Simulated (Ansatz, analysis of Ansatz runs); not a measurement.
# Interstitial H in hcp Be, hop from a tetrahedral to the next octahedral site: migration barrier, PBE, part 2 of 2

Subject: interstitial H in hcp Be, hop from a tetrahedral to the next octahedral site. Wanted: its migration barrier, in one set-up (PBE, 36-site cell, PBE lattice, 420 eV, k: 3x3x2 Gamma-centred). The model is a cell of 36 host atoms with 1 H put in. The barrier is the energy of the highest image of a climbing band over the relaxed site that the atom leaves. This set-up takes another sampling or smearing than the usual one for this cell.

Ansatz 0.2.0; PBE, 36-site cell, PBE lattice, 420 eV, k: 3x3x2 Gamma-centred.

So far: The structure; Relaxation, charge 0.

## Step 3: Nudged elastic band

A band of images joins the two ends; its highest image climbs to the saddle, whose energy over the site left is the barrier.

This step: plane-wave PAW DFT, PBE; nudged elastic band between two relaxed defect structures at fixed charge.

neb/input.yaml reads:

```yaml
crystal:
  lattice:
    - [6.78671482, 0.0, 0.0]
    - [-3.39335741, 5.87746745, 0.0]
    - [0.0, 0.0, 7.13460919]
  atoms:
    - { symbol: Be, position: [0.111886534, 0.22222196, 0.125565389] }
    - { symbol: Be, position: [0.221521448, 0.109709562, 0.37625318] }
    - { symbol: Be, position: [0.110512537, 0.220862255, 0.626953383] }
    - { symbol: Be, position: [0.222474009, 0.111614684, 0.876538635] }
    - { symbol: Be, position: [0.111886534, 0.556331241, 0.125565389] }
    - { symbol: Be, position: [0.198645961, 0.432656314, 0.374267731] }
    - { symbol: Be, position: [0.110512537, 0.556316949, 0.626953383] }
    - { symbol: Be, position: [0.222131737, 0.444399202, 0.87495104] }
    - { symbol: Be, position: [0.111111111, 0.888888889, 0.125932195] }
    - { symbol: Be, position: [0.221521448, 0.778478552, 0.37625318] }
    - { symbol: Be, position: [0.111111111, 0.888888889, 0.626504041] }
    - { symbol: Be, position: [0.222474009, 0.777525991, 0.876538635] }
    - { symbol: Be, position: [0.443668759, 0.22222196, 0.125565389] }
    - { symbol: Be, position: [0.551750636, 0.109208651, 0.376900404] }
    - { symbol: Be, position: [0.443683051, 0.220862255, 0.626953383] }
    - { symbol: Be, position: [0.556136815, 0.111401741, 0.876452559] }
    - { symbol: Be, position: [0.444444444, 0.555555556, 0.118932564] }
    - { symbol: Be, position: [0.567343686, 0.432656314, 0.374267731] }
    - { symbol: Be, position: [0.444444444, 0.555555556, 0.628049343] }
    - { symbol: Be, position: [0.555600798, 0.444399202, 0.87495104] }
    - { symbol: Be, position: [0.443668759, 0.888113466, 0.125565389] }
    - { symbol: Be, position: [0.567343686, 0.801354039, 0.374267731] }
    - { symbol: Be, position: [0.443683051, 0.889487463, 0.626953383] }
    - { symbol: Be, position: [0.555600798, 0.777868263, 0.87495104] }
    - { symbol: Be, position: [0.777777778, 0.222222222, 0.128647894] }
    - { symbol: Be, position: [0.890791349, 0.109208651, 0.376900404] }
    - { symbol: Be, position: [0.777777778, 0.222222222, 0.62502893] }
    - { symbol: Be, position: [0.888598259, 0.111401741, 0.876452559] }
    - { symbol: Be, position: [0.77777804, 0.556331241, 0.125565389] }
    - { symbol: Be, position: [0.890791349, 0.448249364, 0.376900404] }
    - { symbol: Be, position: [0.779137745, 0.556316949, 0.626953383] }
    - { symbol: Be, position: [0.888598259, 0.443863185, 0.876452559] }
    - { symbol: Be, position: [0.77777804, 0.888113466, 0.125565389] }
    - { symbol: Be, position: [0.890290438, 0.778478552, 0.37625318] }
    - { symbol: Be, position: [0.779137745, 0.889487463, 0.626953383] }
    - { symbol: Be, position: [0.888385316, 0.777525991, 0.876538635] }
    - { symbol: H, position: [0.444444444, 0.555555556, 0.40320175] }
basis:
  ecutwfc: 420
  xc_grid: 2
hamiltonian:
  xc: pbe
kpoints:
  mp_grid: { grid: [3, 3, 2] }
scf:
  occupations: { method: methfessel_paxton, width: 0.1 }
  max_iter: 120
output:
  forces: true
neb:
  images: 3
  f_tol: 0.04
  climbing: true
  initial_path: idpp
  max_iterations: 45
  order_check: false
  final_atoms:
    - { symbol: Be, position: [0.111019338, 0.222285339, 0.125768638] }
    - { symbol: Be, position: [0.218602226, 0.103664161, 0.371765784] }
    - { symbol: Be, position: [0.103660478, 0.218605909, 0.63021655] }
[... 2 atom lines left out ...]
    - { symbol: Be, position: [0.218602226, 0.448489404, 0.371765784] }
    - { symbol: Be, position: [0.110397333, 0.556694297, 0.626450762] }
[... 7 atom lines left out ...]
    - { symbol: Be, position: [0.448485721, 0.218605909, 0.63021655] }
[... 1 atom line left out ...]
    - { symbol: Be, position: [0.444806291, 0.556072292, 0.125768638] }
    - { symbol: Be, position: [0.563427469, 0.448489404, 0.371765784] }
    - { symbol: Be, position: [0.448485721, 0.563431152, 0.63021655] }
[... 2 atom lines left out ...]
    - { symbol: Be, position: [0.556690614, 0.779840938, 0.375531572] }
    - { symbol: Be, position: [0.443553496, 0.888552418, 0.625791] }
[... 7 atom lines left out ...]
    - { symbol: Be, position: [0.779837255, 0.556694297, 0.626450762] }
[... 3 atom lines left out ...]
    - { symbol: Be, position: [0.778539212, 0.888552418, 0.625791] }
[... 1 atom line left out ...]
    - { symbol: H, position: [0.333543973, 0.333547657, 0.500991167] }
```

Run with:

```bash
$ ansatz run input.yaml --threads 4 --pin off --max-ram 7536MiB --backend cpu --events-out ev --progress --plain --runs-dir out
```

Numbers of over 12 decimals in the logs are rounded to 6 here.

Log:

```text
[...]
Warning: neb: disabling space-group detection — the band's intermediate images generally break the endpoint symmetry, so no spatial operation reduces the k-mesh or symmetrises the density, except that a semilocal band can use its path's symmetry ahead of [...]
[...]
parallel-image band execution: 3 concurrent image workers
NEB image 0
Crystal: 37 atoms, lattice volume = 284.590 Å³
Basis set: ecut = 420 eV, 5591 PW (Γ), exchange–correlation on 96×96×96 points (8 copies of the dense FFT grid, shifted against one another)
Bands: 74, of which v1, the nominal top of the filled ones, is band 37 counted from 1 (36 counted from 0)
Symmetry: 1 space group operations
k-points: 10 of 18 (time reversal used)
[...]
SCF iter   1: F=—  HF=-3353.428299 eV  |F-HF|=—  |Δ(HF+E_count)|=         —  Δρ=2.95e-3  dr2=5.73e-2  ethr=1.77e-3  ⟨swp⟩=8.0  Hψ=4791  notcnv=0  defer=75
[...]
SCF iter   6: F=-3353.414949 eV  HF=-3353.414949 eV  |F-HF|=2.13e-8  |Δ(HF+E_count)|=   8.62e-8  S|Δr|=    0.00e0  Δρ=2.17e-6  dr2=2.87e-8  ethr=1.37e-10  ⟨swp⟩=3.6  Hψ=1560  notcnv=0
SCF 1 converged in 6 iterations: F = -3353.414949 eV  dr2 = 2.87e-8
[...]
NSCF: frozen V_eff on 10 k-points
NEB image 4
SCF iter   1: F=—  HF=-3353.237331 eV  |F-HF|=—  |Δ(HF+E_count)|=         —  Δρ=2.94e-3  dr2=3.88e-2  ethr=1.77e-3  ⟨swp⟩=8.1  Hψ=4594  notcnv=0  defer=93
[...]
SCF iter   5: F=-3353.229674 eV  HF=-3353.229674 eV  |F-HF|=1.37e-8  |Δ(HF+E_count)|=   1.88e-7  S|Δr|=    0.00e0  Δρ=3.06e-6  dr2=2.93e-8  ethr=1.37e-10  ⟨swp⟩=4.0  Hψ=1617  notcnv=0
SCF 2 converged in 5 iterations: F = -3353.229674 eV  dr2 = 2.93e-8
[...]
NEB end point (image 0): max|allowed force component| = 1.671e-2 eV/Å (the criterion of neb.relax_end_points is 1.000e-2)
NEB end point (image 4): max|allowed force component| = 7.939e-3 eV/Å (the criterion of neb.relax_end_points is 1.000e-2)
NEB image 1
SCF iter   1: F=—  HF=-3353.070767 eV  |F-HF|=—  |Δ(HF+E_count)|=         —  Δρ=2.89e-3  dr2=4.15e-2  ethr=1.77e-3  ⟨swp⟩=8.2  Hψ=4715  notcnv=0  defer=96
[...]
SCF iter   6: F=-3353.061729 eV  HF=-3353.061729 eV  |F-HF|=2.73e-8  |Δ(HF+E_count)|=   9.60e-8  S|Δr|=    0.00e0  Δρ=2.20e-6  dr2=3.49e-8  ethr=1.37e-10  ⟨swp⟩=3.8  Hψ=1600  notcnv=0
SCF 3 converged in 6 iterations: F = -3353.061729 eV  dr2 = 3.49e-8
NEB image 2
SCF iter   1: F=—  HF=-3352.803052 eV  |F-HF|=—  |Δ(HF+E_count)|=         —  Δρ=2.82e-3  dr2=4.14e-2  ethr=1.77e-3  ⟨swp⟩=8.4  Hψ=4876  notcnv=0  defer=86
[...]
SCF iter   6: F=-3352.794176 eV  HF=-3352.794176 eV  |F-HF|=2.14e-8  |Δ(HF+E_count)|=   1.01e-7  S|Δr|=    0.00e0  Δρ=1.98e-6  dr2=2.72e-8  ethr=1.37e-10  ⟨swp⟩=3.7  Hψ=1563  notcnv=0
SCF 4 converged in 6 iterations: F = -3352.794176 eV  dr2 = 2.72e-8
NEB image 3
SCF iter   1: F=—  HF=-3353.024619 eV  |F-HF|=—  |Δ(HF+E_count)|=         —  Δρ=2.67e-3  dr2=4.35e-2  ethr=1.77e-3  ⟨swp⟩=8.3  Hψ=4748  notcnv=0  defer=94
[...]
SCF iter   5: F=-3353.015971 eV  HF=-3353.015971 eV  |F-HF|=1.86e-8  |Δ(HF+E_count)|=   2.47e-7  S|Δr|=    0.00e0  Δρ=3.02e-6  dr2=3.33e-8  ethr=1.37e-10  ⟨swp⟩=3.9  Hψ=1597  notcnv=0
SCF 5 converged in 5 iterations: F = -3353.015971 eV  dr2 = 3.33e-8
NEB iter   1: max|band force component| = 8.514e-1 eV/Å  barrier→ = 0.6208 eV  barrier← = 0.4355 eV  Δτ_max = 0.0908 Å  (28 SCF iters)
NEB image 1
[...]
SCF iter   6: F=-3353.148573 eV  HF=-3353.148573 eV  |F-HF|=6.05e-9  |Δ(HF+E_count)|=   1.39e-8  S|Δr|=    0.00e0  Δρ=1.19e-6  dr2=8.44e-9  ethr=1.37e-10  ⟨swp⟩=3.2  Hψ=1535  notcnv=0
SCF 6 converged in 6 iterations: F = -3353.148573 eV  dr2 = 8.44e-9
NEB image 2
[...]
SCF iter   6: F=-3352.915485 eV  HF=-3352.915485 eV  |F-HF|=7.42e-9  |Δ(HF+E_count)|=   1.43e-8  S|Δr|=    0.00e0  Δρ=1.49e-6  dr2=1.11e-8  ethr=1.37e-10  ⟨swp⟩=3.2  Hψ=1539  notcnv=0
SCF 7 converged in 6 iterations: F = -3352.915485 eV  dr2 = 1.11e-8
NEB image 3
[...]
SCF iter   5: F=-3353.071057 eV  HF=-3353.071057 eV  |F-HF|=1.39e-9  |Δ(HF+E_count)|=   1.15e-8  S|Δr|=    0.00e0  Δρ=1.31e-6  dr2=4.24e-9  ethr=1.37e-10  ⟨swp⟩=3.1  Hψ=1549  notcnv=0
SCF 8 converged in 5 iterations: F = -3353.071057 eV  dr2 = 4.24e-9
NEB iter   2: max|band force component| = 7.344e-1 eV/Å  barrier→ = 0.4995 eV  barrier← = 0.3142 eV  Δτ_max = 0.1960 Å  (17 SCF iters)
NEB image 1
[...]
SCF iter   6: F=-3353.191803 eV  HF=-3353.191803 eV  |F-HF|=3.57e-8  |Δ(HF+E_count)|=   9.04e-8  S|Δr|=    0.00e0  Δρ=3.56e-6  dr2=5.71e-8  ethr=1.37e-10  ⟨swp⟩=4.0  Hψ=1741  notcnv=0
SCF 9 converged in 6 iterations: F = -3353.191803 eV  dr2 = 5.71e-8
NEB image 2
[...]
SCF iter   6: F=-3352.944106 eV  HF=-3352.944106 eV  |F-HF|=1.34e-10  |Δ(HF+E_count)|=   2.50e-9  S|Δr|=    0.00e0  Δρ=5.56e-7  dr2=6.70e-10  ethr=1.22e-10  ⟨swp⟩=1.3  Hψ=1925  notcnv=0
SCF 10 converged in 6 iterations: F = -3352.944106 eV  dr2 = 6.70e-10
NEB image 3
[...]
SCF iter   5: F=-3353.089492 eV  HF=-3353.089492 eV  |F-HF|=1.09e-8  |Δ(HF+E_count)|=   8.04e-8  S|Δr|=    0.00e0  Δρ=3.88e-6  dr2=3.55e-8  ethr=1.37e-10  ⟨swp⟩=4.0  Hψ=1892  notcnv=0
SCF 11 converged in 5 iterations: F = -3353.089492 eV  dr2 = 3.55e-8
NEB iter   3: max|band force component| = 1.120e0 eV/Å  barrier→ = 0.4708 eV  barrier← = 0.2856 eV  Δτ_max = 0.0956 Å  (17 SCF iters)
[...]
NEB iter   4: max|band force component| = 2.996e-1 eV/Å  barrier→ = 0.4208 eV  barrier← = 0.2355 eV  CI = image 2  Δτ_max = 0.0491 Å  (17 SCF iters)
[...]
NEB iter   5: max|band force component| = 1.118e-1 eV/Å  barrier→ = 0.4110 eV  barrier← = 0.2257 eV  CI = image 2  Δτ_max = 0.0287 Å  (15 SCF iters)
[...]
NEB iter   6: max|band force component| = 5.247e-2 eV/Å  barrier→ = 0.4088 eV  barrier← = 0.2235 eV  CI = image 2  Δτ_max = 0.0040 Å  (15 SCF iters)
NEB image 1
[...]
SCF iter   4: F=-3353.213966 eV  HF=-3353.213966 eV  |F-HF|=1.71e-8  |Δ(HF+E_count)|=   3.45e-7  S|Δr|=    0.00e0  Δρ=2.53e-6  dr2=2.75e-8  ethr=1.37e-10  ⟨swp⟩=4.0  Hψ=1897  notcnv=0
SCF 21 converged in 4 iterations: F = -3353.213966 eV  dr2 = 2.75e-8
NEB image 2
[...]
SCF iter   4: F=-3353.006351 eV  HF=-3353.006351 eV  |F-HF|=1.55e-8  |Δ(HF+E_count)|=   3.69e-7  S|Δr|=    0.00e0  Δρ=2.79e-6  dr2=2.74e-8  ethr=1.37e-10  ⟨swp⟩=2.3  Hψ=2304  notcnv=0
SCF 22 converged in 4 iterations: F = -3353.006351 eV  dr2 = 2.74e-8
NEB image 3
[...]
SCF iter   3: F=-3353.121297 eV  HF=-3353.121297 eV  |F-HF|=3.61e-8  |Δ(HF+E_count)|=   5.20e-6  S|Δr|=    0.00e0  Δρ=4.26e-6  dr2=6.15e-8  ethr=1.37e-10  ⟨swp⟩=2.6  Hψ=2357  notcnv=0
SCF 23 converged in 3 iterations: F = -3353.121297 eV  dr2 = 6.15e-8
NEB image 1
[...]
NEB image 3
[...]
NEB image 2
[...]
the band table was solved once a step of the walk had ended and its energy, with any forces and stress, was formed, with the checks that follow a solve (3151 applications of the Hamiltonian). They found nothing against the state; [...]
NEB iter   7: max|band force component| = 9.134e-3 eV/Å  barrier→ = 0.4086 eV  barrier← = 0.2233 eV  CI = image 2  Δτ_max = 0.0000 Å  (11 SCF iters)
SCF converged after 4 iterations
[...]
Free energy (F): -3353.006351 eV
[...]
Internal energy: -3353.004089 eV  (E = F + TS)
E sigma→0 (E₀):  -3353.005785 eV
Entropy (-TS):   -0.002261 eV (-0.061 meV/atom)
Fermi energy:    8.614400 eV
[...]
--- Forces (eV/Å), atoms counted from 1 ---
  atom   1  Be     0.00042744    -0.00093495    -0.00035643
  atom   2  Be    -0.00036273     0.00112970     0.00014902
  atom   3  Be    -0.00102799    -0.00007290    -0.00063241
  [... 2 atoms left out ...]
  atom   6  Be     0.00185349    -0.00107471    -0.00036929
  atom   7  Be     0.00126847     0.00024165    -0.00236869
  [... 9 atoms left out ...]
  atom  17  Be     0.00033463     0.00090038    -0.00059967
  atom  18  Be    -0.00268901    -0.00261422    -0.00202325
  atom  19  Be    -0.00032564     0.00380016     0.00723566
  [... 2 atoms left out ...]
  atom  22  Be    -0.00061036    -0.00161633     0.00054810
  atom  23  Be     0.00034064    -0.00068673    -0.00082127
  [... 11 atoms left out ...]
  atom  35  Be    -0.00008796     0.00097249     0.00036503
  [... 1 atom left out ...]
  atom  37  H     -0.00182702    -0.00038379    -0.00453063
  max |Σ_I F_I| component: 4.74e-5 eV/Å
--- Band table (eV; the first three rows and the last of 10) ---
[...]
[... further k-points left out ...]
this run last wrote the band of iteration 7 to <dir>
--- NEB band (5 images, 7 band iterations, 120 SCF iterations) ---
  forward barrier  = 0.408598 eV
  backward barrier = 0.223323 eV
  lagrangian_above_aufbau_ev (what the smearing adds, to first order; not taken off the barriers): saddle image +0.000883 eV, end points +0.001903 and -0.004972 eV
  climbing image's point = of an order that was not read
  energies are F+E_penalty+E_count in eV, relative to image 0
  image     s (Å)  Δ vs image 0  max|band force component| (eV/Å)
      0    0.0000      0.000000                                 —
      1    0.4088      0.200983                          9.134e-3
  *   2    0.8177      0.408598                          7.036e-3
      3    1.1771      0.293652                          3.136e-3
      4    1.5365      0.185275                                 —
  climbing-image geometry (image 2):
  cell:  # Å, volume = 284.5903 Å³
    - [6.78671482, 0.0, 0.0]
    - [-3.39335741, 5.87746745, 0.0]
    - [0.0, 0.0, 7.13460919]
  atoms:
    - { symbol: Be, position: [0.111652, 0.221816, 0.124199] }
    - { symbol: Be, position: [0.219823, 0.106193, 0.373518] }
    - { symbol: Be, position: [0.104800, 0.217136, 0.628319] }
    - { symbol: Be, position: [0.222840, 0.112238, 0.875776] }
    - { symbol: Be, position: [0.110982, 0.557011, 0.122685] }
    - { symbol: Be, position: [0.202588, 0.440377, 0.367413] }
    - { symbol: Be, position: [0.109378, 0.556966, 0.627086] }
    - { symbol: Be, position: [0.221386, 0.444415, 0.874107] }
    - { symbol: Be, position: [0.110607, 0.887794, 0.125255] }
    - { symbol: Be, position: [0.222516, 0.777425, 0.376025] }
    - { symbol: Be, position: [0.111742, 0.890052, 0.625389] }
    - { symbol: Be, position: [0.223986, 0.779759, 0.875844] }
    - { symbol: Be, position: [0.443609, 0.221812, 0.124190] }
    - { symbol: Be, position: [0.554154, 0.110580, 0.376650] }
    - { symbol: Be, position: [0.445798, 0.217124, 0.628311] }
    - { symbol: Be, position: [0.555609, 0.109850, 0.877076] }
    - { symbol: Be, position: [0.444119, 0.554800, 0.120835] }
    - { symbol: Be, position: [0.571275, 0.440401, 0.367405] }
    - { symbol: Be, position: [0.449509, 0.565604, 0.636502] }
    - { symbol: Be, position: [0.556472, 0.444416, 0.874066] }
    - { symbol: Be, position: [0.443379, 0.888671, 0.127106] }
    - { symbol: Be, position: [0.560169, 0.786890, 0.374792] }
    - { symbol: Be, position: [0.444313, 0.887960, 0.626507] }
    - { symbol: Be, position: [0.557645, 0.781863, 0.879776] }
    - { symbol: Be, position: [0.778807, 0.224193, 0.127670] }
    - { symbol: Be, position: [0.889860, 0.110567, 0.376639] }
    - { symbol: Be, position: [0.777140, 0.220819, 0.626349] }
    - { symbol: Be, position: [0.887653, 0.109851, 0.877085] }
    - { symbol: Be, position: [0.779471, 0.557004, 0.122689] }
    - { symbol: Be, position: [0.889795, 0.446149, 0.377133] }
    - { symbol: Be, position: [0.780987, 0.556960, 0.627036] }
    - { symbol: Be, position: [0.888487, 0.443561, 0.874722] }
    - { symbol: Be, position: [0.778712, 0.888662, 0.127110] }
    - { symbol: Be, position: [0.888324, 0.777408, 0.376026] }
    - { symbol: Be, position: [0.777063, 0.887935, 0.626489] }
    - { symbol: Be, position: [0.889183, 0.779764, 0.875837] }
    - { symbol: H, position: [0.388951, 0.444383, 0.463469] }
```

Run time: 1.9 min. Hardware: 4 threads of Arm Neoverse V2, shared host; peak memory 1.3 GiB.

In the SCF lines HF is the Harris–Foulkes energy and dr2 the Hartree energy of the density residual, in eV; the loop may stop once dr2 is under the threshold and the program's other checks hold. Hψ counts applications of the Hamiltonian.

The path, image by image:

```tsv
image	path (Å)	energy (eV)	H37: x, y, z (Å)
0	0.000	0.0000	1.131, 3.265, 2.877
1	0.409	0.2010	1.132, 2.978, 3.132
2	0.818	0.4086	1.132, 2.612, 3.307
3	1.177	0.2937	1.132, 2.291, 3.455
4	1.537	0.1853	1.132, 1.960, 3.574
```

Read from the output:

```yaml
free_energy: -3353.0064 eV
smearing_term_ts: 0.002261 eV
barrier_forward: 0.4086 eV
barrier_backward: 0.2233 eV
```

## Step 4: Summary of results

| Property | Result |
| --- | --- |
| migration barrier (saddle less minimum) | 0.41 eV |
| energy difference of the two ends | 0.19 eV |
| length of the hop | 1.48 Å |
| time of the whole chain | 2.2 min on 4 threads |

What this shows: Migration barrier: computed 0.41 eV, measured 0.611 eV; 0.20 eV below the measurement. The measured number is an Arrhenius activation energy of long-range diffusion; for H it holds zero-point energy, and trapping at vacancies and dislocations can raise it. One hop between neighbouring sites is computed at the host's lattice. Limits: the periodic copies of the defect are only 6.8 Å apart.

[Logs are printed without paths, hosts, clocks, repeated set-up lines and the standing remarks that a program may print on its own settings, such as how far it seeks lower states.]

[Hosts, paths, dates, database ids (printed as entryN), source tags and the programs' standing remarks are cut or masked in the printed files.]

[For some hosts the program warned that the k-mesh of the response run may be too coarse for force constants and the static dielectric constant; such warnings are not shown here.]
